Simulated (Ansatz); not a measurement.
# Optical response of Al2Pt

Aim: the dielectric function of Al2Pt, and the optical constants that follow from it. The cell comes from an older database entry, whose edges can differ from later determinations, mostly by under a per cent.

Program: Ansatz 0.2.0. Level of theory: DFT, PBE, plane-wave PAW, default files, scalar-relativistic, independent-particle optical response without local fields. Values are calculated unless marked as measured.

The database entry behind the starting cell differs from other determinations of this structure, so it need not match the best structure at room temperature.

## Step 1: The starting structure

Symmetry: Fm-3m, No. 225, cubic system. Conventional cell: a = 5.910 Å, b = 5.910 Å, c = 5.910 Å, α = 90.00°, β = 90.00°, γ = 90.00°. Pt has 8 Al at 2.56 Å nearest. Al has 4 Pt at 2.56 Å nearest. Farther neighbours, and contacts between anions beyond the nearest, are not listed.

## Step 2: Ground state and bands

First the ground state: is it a metal or has it a gap?

This step: DFT, PBE, plane-wave PAW, default files, scalar-relativistic, ground state (Ansatz 0.2.0).

The input, input.yaml:

```yaml
crystal:
  lattice:
    - [0.0, 2.955, 2.955]
    - [2.955, 0.0, 2.955]
    - [2.955, 2.955, 0.0]
  atoms:
    - { symbol: Pt, position: [0.0, 0.0, 0.0] }
    - { symbol: Al, position: [0.75, 0.75, 0.75] }
    - { symbol: Al, position: [0.25, 0.25, 0.25] }
kpoints:
  mp_grid: { grid: [7, 7, 7] }
  band_path:
    path:
      - [[0.0, 0.0, 0.0], [0.5, 0.0, 0.5], [0.5, 0.25, 0.75], [0.375, 0.375, 0.75], [0.0, 0.0, 0.0], [0.5, 0.5, 0.5], [0.625, 0.25, 0.625], [0.5, 0.25, 0.75], [0.5, 0.5, 0.5], [0.375, 0.375, 0.75]]
      - [[0.625, 0.25, 0.625], [0.5, 0.0, 0.5]]
    npoints: 7
scf:
  occupations: { method: fermi_dirac, width: 0.05 }
  n_extra_bands: 7
hamiltonian:
  xc: pbe
  pseudopotentials: { kind: paw }
output:
  forces: true
  stress: true
  populations: true
  write_bands: true
  write_density: true
  write_potential: true
  elf: true
  volumetric_format: npy
```

Command:

```sh
ansatz run input.yaml --threads 2 --pin off --max-ram 5120MiB --backend cpu --events-out ev --progress --plain --runs-dir out
```

Output:

```text
scf.n_extra_bands = 7 over 12 filled bands (N_el = 24.0): the run solves 19 bands
Engine: ansatz 0.2.0, x86_64-unknown-linux-gnu
Pseudopotentials: kind: paw
Pseudopotential: Pt, paw, valence charge 18, recommended cutoff 420 eV (normal), Pt.paw.azcp
Pseudopotential: Al, paw, valence charge 3, recommended cutoff 420 eV (normal), Al.paw.azcp
Functional definition: PBE
  parameter kappa = 0.804
  parameter beta = 0.066725
  exchange = pbe_x(kappa = kappa, mu = beta*pi^2/3)
  correlation = pbe_c(beta = beta)
Crystal: 3 atoms, lattice volume = 51.606 Å³
Basis set: ecut = 420 eV, 965 PW (Γ), exchange–correlation on 60×60×60 points (8 copies of the dense FFT grid, shifted against one another)
Bands: 19, of which v1, the nominal top of the filled ones, is band 12 counted from 1 (11 counted from 0)
Symmetry: 48 space group operations
Space group: Fm-3m (ITA 225), of the structure as read, at distance tolerance 3.7e-5 Å
k-points: 20 of 343
Non-local potential: Pt, projectors of the file, l = 0: 3, l = 1: 2, l = 2: 2, l = 3: 1
Non-local potential: Al, projectors of the file, l = 0: 2, l = 1: 2, l = 2: 1
PAW form: soft (Blöchl's): semilocal exchange-correlation on the pseudo side does not see the compensation charge
PAW one-centre angular grid: Pt, 590 points (default); XC on 64 Gauss nodes
PAW one-centre angular grid: Al, 110 points (default); XC on 64 Gauss nodes
Initial density: superposition of atomic densities (neutral atoms: chi_scale 0, normalization atom), corrected by the library's trained network
Initial wavefunctions: pseudopotential atomic-orbital guess
Functional: x = pbe(κ = 0.804, μ = 0.219515), c = pbe(β = 0.066725)
SCF iter   1: F=—  HF=-13600.660212 eV  |F-HF|=—  |Δ(HF+E_count)|=         —  Δρ=1.92e-3  dr2=2.93e-3  ethr=1.77e-3  ⟨swp⟩=5.8  Hψ=1995  notcnv=0  defer=1
preconditioner: auto → Kerker (q_TF=auto, 2.401 Å⁻¹)  [metal: Δε(μ)=0.067 eV  Ē_g=10.134 eV  σ=0.050 eV  W_gap=0.30  n_scr=14 (ndim 8)  ℏωp=20.7 eV  f_vac=0.001  D(μ)=1.95/eV (n_scr^D=14)]
SCF iter   2: F=—  HF=-13600.660150 eV  |F-HF|=—  |Δ(HF+E_count)|=   6.28e-5  Δρ=8.31e-4  dr2=3.79e-4  ethr=1.22e-5  ⟨swp⟩=1.9  Hψ=609  notcnv=0  defer=21
SCF iter   3: F=—  HF=-13600.660159 eV  |F-HF|=—  |Δ(HF+E_count)|=   9.42e-6  Δρ=3.24e-4  dr2=5.46e-5  ethr=1.58e-6  ⟨swp⟩=1.9  Hψ=469  notcnv=0  defer=21
SCF iter   4: F=—  HF=-13600.660113 eV  |F-HF|=—  |Δ(HF+E_count)|=   4.58e-5  Δρ=5.96e-5  dr2=2.99e-6  ethr=2.28e-7  ⟨swp⟩=2.5  Hψ=562  notcnv=0  defer=21
SCF iter   5: F=—  HF=-13600.660113 eV  |F-HF|=—  |Δ(HF+E_count)|=   4.06e-7  Δρ=1.74e-5  dr2=3.55e-7  ethr=1.25e-8  ⟨swp⟩=2.1  Hψ=403  notcnv=0  defer=21
SCF iter   6: F=-13600.660113 eV  HF=-13600.660113 eV  |F-HF|=9.27e-9  |Δ(HF+E_count)|=   9.66e-8  Δρ=8.38e-6  dr2=4.38e-8  ethr=4.17e-10  ⟨swp⟩=11.8  Hψ=2560  notcnv=0
SCF 1 converged in 6 iterations: F = -13600.660113 eV  dr2 = 4.38e-8
  greatest PAW one-centre occupation: 1.000 electrons in one spin orbital (limit 2), on the Pt atom at site 0 (counted from 0), in its partial waves of l = 0
NSCF: frozen V_eff on 72 k-points
SCF converged after 6 iterations
Free energy (F): -13600.660113 eV
Harris-Foulkes:  -13600.660113 eV  (|F-HF|=9.27e-9)
Internal energy: -13600.644593 eV  (E = F + TS)
E sigma→0 (E₀):  -13600.652353 eV
Entropy (-TS):   -0.015520 eV (-5.173 meV/atom)
Fermi energy:    11.381765 eV
--- Per-component energies (eV) ---
  E_band       = -311.284450
  E_kinetic    = 687.116517
  E_local      = -2700.341152  (includes V_loc(G=0)·N_el)
  E_nonlocal   = 217.473846
  E_hartree    = 1072.557449
  E_xc         = -343.550390
  E_vxc        = -363.805507  (∫ρ·V_xc dr)
  E_paw        = -10388.748349  (= ΣΔE_a)
  E_vpaw       = -296.852864  (= ΣTr[D̂ρ^β])
  E_aug_tail   = 0.000184  (compensation charges beyond the density's cutoff)
  E_ewald      = -2145.152698
  E_smearing   = -0.015520  (= −TS)
  E_closure    = 0.000000  (closes the sum)
  Σ components = -13600.660113   (vs F -13600.660113, Δ=0.00e0)
--- Forces (eV/Å), atoms counted from 1 ---
  atom   1  Pt    -0.00000000    -0.00000000     0.00000000
  atom   2  Al    -0.00000000     0.00000000    -0.00000000
  atom   3  Al    -0.00000000     0.00000000     0.00000000
  max |Σ_I F_I| component: 9.25e-18 eV/Å
--- Stress (GPa, compression-positive) ---
        2.507218      -0.000000      -0.000000
       -0.000000       2.507218      -0.000000
       -0.000000       0.000000       2.507218
  P = ⅓ Tr σ = 2.5072 GPa (25.072 kbar)
--- Band table (eV; the first three rows and the last of 20) ---
  k-point 0: bands = [... 8 lower, 7.6827, 7.6827, 14.3635, 15.2081, 15.2081, 15.2081, 16.8061, 16.8061, ... 3 higher]
  k-point 1: bands = [... 8 lower, 7.6562, 7.6562, 12.6656, 14.5265, 14.5265, 14.7616, 17.2493, 17.2766, ... 3 higher]
  k-point 2: bands = [... 8 lower, 7.6915, 7.6915, 9.8665, 13.3887, 13.3887, 15.2198, 16.7542, 16.7765, ... 3 higher]
  k-point 19: bands = [... 8 lower, 7.4824, 7.8970, 8.5781, 8.9950, 10.7246, 15.6288, 17.1388, 17.4706, ... 3 higher]
--- Löwdin populations: 3 sites ---
  site symbol       q [e]
     0     Pt     17.8104
     1     Al      3.0108
     2     Al      3.0108
  spilling = 0.007001 (of n_electrons = 24.000000)
```

Run time: 9.4 s. Hardware: 2 threads of Intel Xeon Platinum 8259CL at 2.50GHz (Skylake/Cascade Lake), shared host; peak memory 0.35 GiB.

Numbers from this step:

```
free energy         : -13600.6601 eV
Fermi energy        : 11.38 eV
electrons           : 24
symmetry operations : 48
pressure            : 2.507 GPa
volume              : 51.61 Å³
gap on the path     : 0 eV
```

There are states at the Fermi level within the smearing, so the occupations stay smeared and the carriers get a Drude term. The cell is left with a pressure of 2.5 GPa, as it stands unrelaxed at this level.

The electronic bands at the labelled points (eV, zero at the Fermi level; # counts the bands kept):

| point | #6 | #7 | #8 | #9 | #10 | #11 | #12 | #13 |
| --- | --- | --- | --- | --- | --- | --- | --- | --- |
| Γ | -3.70 | 2.98 | 3.83 | 3.83 | 3.83 | 5.42 | 5.42 | 5.42 |
| 0.57 of the way | -3.40 | -0.72 | 0.07 | 0.07 | 3.09 | 3.70 | 8.00 | 8.00 |
| X | -3.41 | -3.20 | -1.59 | -1.59 | 3.16 | 3.39 | 8.04 | 10.78 |
| 0.57 of the way | -3.40 | -3.26 | -2.08 | -1.07 | 3.92 | 4.38 | 6.75 | 8.65 |
| W | -3.26 | -2.77 | -2.77 | -0.88 | 5.21 | 5.21 | 6.19 | 6.30 |
| 0.57 of the way | -3.48 | -3.02 | -2.19 | -0.73 | 3.84 | 5.52 | 6.26 | 7.97 |
| K | -3.64 | -3.04 | -1.99 | -0.59 | 3.31 | 5.42 | 6.76 | 8.61 |
| 0.43 of the way | -3.49 | -1.81 | -0.63 | 1.95 | 4.02 | 5.43 | 5.62 | 6.92 |
| Γ | -3.70 | 2.98 | 3.83 | 3.83 | 3.83 | 5.42 | 5.42 | 5.42 |
| 0.43 of the way | -3.73 | -0.18 | 2.58 | 2.58 | 3.65 | 5.56 | 5.61 | 5.61 |
| L | -3.48 | -3.48 | 1.03 | 1.03 | 3.79 | 5.16 | 5.16 | 5.39 |
| 0.43 of the way | -3.54 | -3.32 | -0.31 | 0.56 | 3.50 | 5.67 | 6.06 | 6.80 |
| U | -3.64 | -3.04 | -1.99 | -0.59 | 3.31 | 5.42 | 6.76 | 8.61 |
| 0.43 of the way | -3.48 | -3.02 | -2.19 | -0.73 | 3.84 | 5.52 | 6.26 | 7.97 |
| W | -3.26 | -2.77 | -2.77 | -0.88 | 5.21 | 5.21 | 6.19 | 6.30 |
| 0.43 of the way | -3.49 | -3.15 | -1.32 | -0.07 | 4.04 | 5.21 | 6.79 | 7.53 |
| L | -3.48 | -3.48 | 1.03 | 1.03 | 3.79 | 5.16 | 5.16 | 5.39 |
| 0.57 of the way | -3.58 | -3.19 | -0.96 | 0.27 | 3.43 | 5.96 | 6.56 | 6.91 |
| K | -3.64 | -3.04 | -1.99 | -0.59 | 3.31 | 5.42 | 6.76 | 8.61 |
| jump to U | -3.64 | -3.04 | -1.99 | -0.59 | 3.31 | 5.42 | 6.76 | 8.61 |
| 0.43 of the way | -3.52 | -3.40 | -1.75 | -1.21 | 3.26 | 4.12 | 7.43 | 9.73 |
| X | -3.41 | -3.20 | -1.59 | -1.59 | 3.16 | 3.39 | 8.04 | 10.78 |

ELF in the ac plane of a cell with a along [110], b along [-110] and c along [001] of the cube at fractional y = 0.000, with atoms of Pt and Al within 0.2 Å of it. It is the smooth field of the valence electrons, not physical close to the nuclei.

Ten even steps from '0' (0.02) to '9' (0.68), each cell a mean:
```
98657777568997568776579
86578668756875687578667
55696116865555883138755
45772112775456850115765
34541101554345520103554
12333223432112332234321
00135665310001246764210
00135775310000246764200
00135775310000246764200
01245554321001345554310
23442012443223431013432
45651111565445630203654
45783003875446861017864
65687338855665785259756
97568778657986578787568
99657777569997567776589
```

Valence density in the ac plane of a cell with a along [110], b along [-110] and c along [001] of the cube at fractional y = 0.000, with atoms of Pt and Al within 0.2 Å of it. It is the smooth field of the valence electrons, not physical close to the nuclei.

Values in units of 1e0 e/Å³, 9 rows by 16 columns, each cell a mean:
```
7.2 2.4 0.4 0.2 0.2 0.3 1.3 5.9 7.2 2.4 0.4 0.2 0.2 0.3 1.3 5.9
0.8 0.4 0.3 0.1 0.1 0.2 0.4 0.7 0.8 0.4 0.3 0.1 0.1 0.2 0.4 0.7
0.1 0.1 0.2 0.1 0.1 0.1 0.2 0.1 0.1 0.1 0.2 0.1 0.1 0.1 0.2 0.1
0.0 0.1 0.1 0.2 0.2 0.1 0.1 0.0 0.0 0.1 0.1 0.2 0.2 0.1 0.1 0.0
0.0 0.0 0.1 0.2 0.2 0.1 0.1 0.0 0.0 0.0 0.1 0.2 0.2 0.1 0.1 0.0
0.1 0.1 0.1 0.2 0.2 0.1 0.1 0.1 0.1 0.1 0.1 0.2 0.2 0.1 0.1 0.1
0.2 0.2 0.2 0.1 0.1 0.2 0.2 0.2 0.2 0.2 0.2 0.1 0.1 0.2 0.2 0.2
1.7 0.7 0.3 0.2 0.1 0.3 0.5 1.3 1.7 0.7 0.3 0.2 0.1 0.3 0.5 1.3
9.1 3.0 0.5 0.2 0.2 0.3 1.6 7.5 9.1 3.0 0.5 0.2 0.2 0.3 1.6 7.5
```

## Step 3: Spectrum

With the density converged, the vertical transitions are summed over the zone.

This step: DFT, PBE, plane-wave PAW, default files, scalar-relativistic, independent-particle optical response without local fields (Ansatz 0.2.0).

input.yaml, the sections that differ from step 2:

```yaml
kpoints:
  mp_grid: { grid: [9, 9, 9] }
scf:
  occupations: { method: fermi_dirac, width: 0.1 }
output:
  optics:
    e_range: [0, 20]
    de: 0.05
    sigma: 0.15
    drude_damping: 0.03
    nscf_kmesh: { grid: [12, 12, 12] }
    bands: auto
# crystal, hamiltonian: as in step 2
```

Output:

```text
[...]
Crystal: 3 atoms, lattice volume = 51.606 Å³
Basis set: ecut = 420 eV, 965 PW (Γ)
Bands: 16, of which v1, the nominal top of the filled ones, is band 12 counted from 1 (11 counted from 0)
Symmetry: 48 space group operations
[...]
k-points: 35 of 729
[...]
SCF iter   1: F=—  HF=-13600.687924 eV  |F-HF|=—  |Δ(HF+E_count)|=         —  Δρ=1.93e-3  dr2=1.86e-3  ethr=1.77e-3  ⟨swp⟩=5.3  Hψ=2896  notcnv=0
[...]
SCF iter   9: F=-13600.688161 eV  HF=-13600.688161 eV  |F-HF|=7.28e-12  |Δ(HF+E_count)|=  9.09e-12  Δρ=5.72e-8  dr2=1.59e-12  ethr=1.00e-12  ⟨swp⟩=3.2  Hψ=1294  notcnv=0
SCF 1 converged in 9 iterations: F = -13600.688161 eV  dr2 = 1.59e-12
[...]
NSCF: frozen V_eff on 72 k-points
output.optics: what the bands over the 61 summed would add to eps1, eps2 and the energy-loss function is held between a lower and an upper bound (5 Lanczos steps). eps1, eps2 and their loss function (loss_summed_bands) are given on every row as the summed bands alone make them. Along an axis, on a row where the two bounds hold the loss function to about 1 % of the greater of itself and 0.5 % of |1/eps|, its cell (loss_completed) is given, with the completed eps1 and eps2 that it is formed of (a cell that is left empty reads nan in the table and null in the record). The two bounds hold it so along every axis on all 400 rows up to 20.000 eV. [rest of the remark cut]
SCF converged after 9 iterations
Free energy (F): -13600.688161 eV
[...]
Internal energy: -13600.653604 eV  (E = F + TS)
E sigma→0 (E₀):  -13600.670883 eV
Entropy (-TS):   -0.034557 eV (-11.519 meV/atom)
Fermi energy:    11.453603 eV
[...]
--- Band table (eV; the first three rows and the last of 35) ---
  k-point 0: bands = [... 8 lower, 7.6914, 7.6914, 14.3600, 15.2085, 15.2085, 15.2085, 16.8075, 16.8075]
  k-point 1: bands = [... 8 lower, 7.6726, 7.6726, 13.3298, 14.6518, 14.7545, 14.7545, 17.3185, 17.3185]
  k-point 2: bands = [... 8 lower, 7.6635, 7.6635, 11.0461, 13.8963, 13.8963, 15.0601, 16.9131, 16.9616]
  k-point 34: bands = [... 8 lower, 7.5268, 7.9461, 8.5962, 8.9218, 10.6416, 16.2497, 16.5665, 17.2863]
```

The job ended after 31 s (2 threads; peak memory 1.1 GiB; 59 s of CPU time).

This step gave:

- main peak of the optical conductivity above 1 eV, first axis: 8.466 eV
- Drude plasma energy, first axis: 7.948 eV
- bands summed: 61
- spectra valid up to: 43.15 eV
- program's estimate of the k-sum error in Im epsilon: 0.38 %
- electrons in the f-sum: 20.95

The Im ε, any direction by photon energy; read off at these points:

| photon energy (eV) | Im ε, any direction |
| --- | --- |
| 1 | 31.4 |
| 2 | 3.74 |
| 3 | 3.26 |
| 4 | 12.5 |
| 5 | 6.02 |
| 6 | 3.55 |
| 7 | 3.58 |
| 8 | 4.78 |
| 9 | 3.52 |
| 10 | 3.11 |
| 11 | 2.42 |
| 12 | 1.66 |
| 13 | 1.35 |
| 14 | 1.07 |
| 15 | 0.833 |
| 16 | 0.771 |
| 17 | 0.735 |
| 18 | 0.733 |
| 19 | 0.714 |
| 20 | 0.527 |

The Re ε, any direction by photon energy:

photon energy (eV), Re ε, any direction and a bar from the least value:
```
        1        -58 
        2        -13 ######################
        3          2 ##############################
        4          1 ##############################
        5         -4 ###########################
        6         -1 #############################
        7          0 #############################
        8          1 ##############################
        9         -2 ############################
       10         -1 #############################
       11         -1 ############################
       12         -1 #############################
       13         -1 #############################
       14         -1 #############################
       15          0 #############################
       16          0 #############################
       17          0 #############################
       18          0 #############################
       19          0 #############################
       20          0 #############################
```

[end of part 1 of 2]

[Long decimals in the printed logs are rounded to 6 places.]

[Logs are printed without paths, hosts, clocks, repeated set-up lines and the standing remarks that a program may print on its own settings, such as how far it seeks lower states.]

[Hosts, paths, dates, database ids (printed as entryN), source tags and the programs' standing remarks are cut or masked in the printed files.]

[Where the starting crystal was built by hand or by swapping elements, it need not be the compound's stable phase.]

[The count of steps not shown may lack steps that the program refused or didn't finish.]
